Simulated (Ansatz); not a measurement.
Planning a run of Ansatz 0.2.0 on WS2 (Tungstenite). The input:

```yaml
crystal:
  lattice:
    - [3.1540996059, 0.0, 0.0]
    - [-1.5770498029, 2.7315303848, 0.0]
    - [0.0, 0.0, 12.1407304529]
  atoms:
    - { symbol: W, position: [0.3333333333, 0.6666666667, 0.25] }
    - { symbol: W, position: [0.6666666667, 0.3333333333, 0.75] }
    - { symbol: S, position: [0.3333333333, 0.6666666667, 0.6203003476] }
    - { symbol: S, position: [0.6666666667, 0.3333333333, 0.1203003476] }
    - { symbol: S, position: [0.3333333333, 0.6666666667, 0.8796996524] }
    - { symbol: S, position: [0.6666666667, 0.3333333333, 0.3796996524] }
kpoints:
  mp_grid: { grid: [6, 6, 2] }
  band_path:
    path:
      - [0.0, 0.0, 0.0]
      - [0.5, 0.0, 0.0]
      - [0.33333333, 0.33333333, 0.0]
      - [0.0, 0.0, 0.5]
      - [0.5, 0.0, 0.5]
      - [0.33333333, 0.33333333, 0.5]
      - [0.1666666667, 0.1666666667, 0.0]
    npoints: 1
hamiltonian:
  xc: hse06
scf:
  occupations: { method: fixed }
  n_extra_bands: 6
output:
  eigenvalues: true
  write_density: true
  write_potential: true
  elf: true
  volumetric_format: npy
```

```sh
ansatz run input.yaml --threads 2 --pin off --max-ram 92160MiB --backend cuda --events-out ev --progress --plain --runs-dir out --devices 1 --max-vram 13GiB  # rebuilt from the run's record
```

Q: How long will it take on 1 × NVIDIA H100 80GB HBM3 (shared by 6 runs) with 2 threads of AMD EPYC 7R13 (Zen 3), shared host, and how much memory?

It took 15 s; on shared hardware allow 7.6 s to 30 s. Peak host memory was 1.3 GiB. The sizes that set the cost: 2033 plane waves a state, 14 irreducible k points and 15 SCF cycles.

Exact exchange couples every pair of k points and filled bands, so it costs far more than a semilocal run.

[Paths, hosts, dates, memory and timing lines, banners, echoed tables and standing remarks are left out of the program output.]

[Logs are printed without paths, hosts, clocks, repeated set-up lines and the standing remarks that a program may print on its own settings, such as how far it seeks lower states.]

[Runs of the session that timed out or met a known fault of the program may be left out.]

[Cells called generated may have been cut or substituted from an entry of the Crystallography Open Database or the Materials Project.]

[Hosts, paths, dates, database ids (printed as entryN), source tags and the programs' standing remarks are cut or masked in the printed files.]
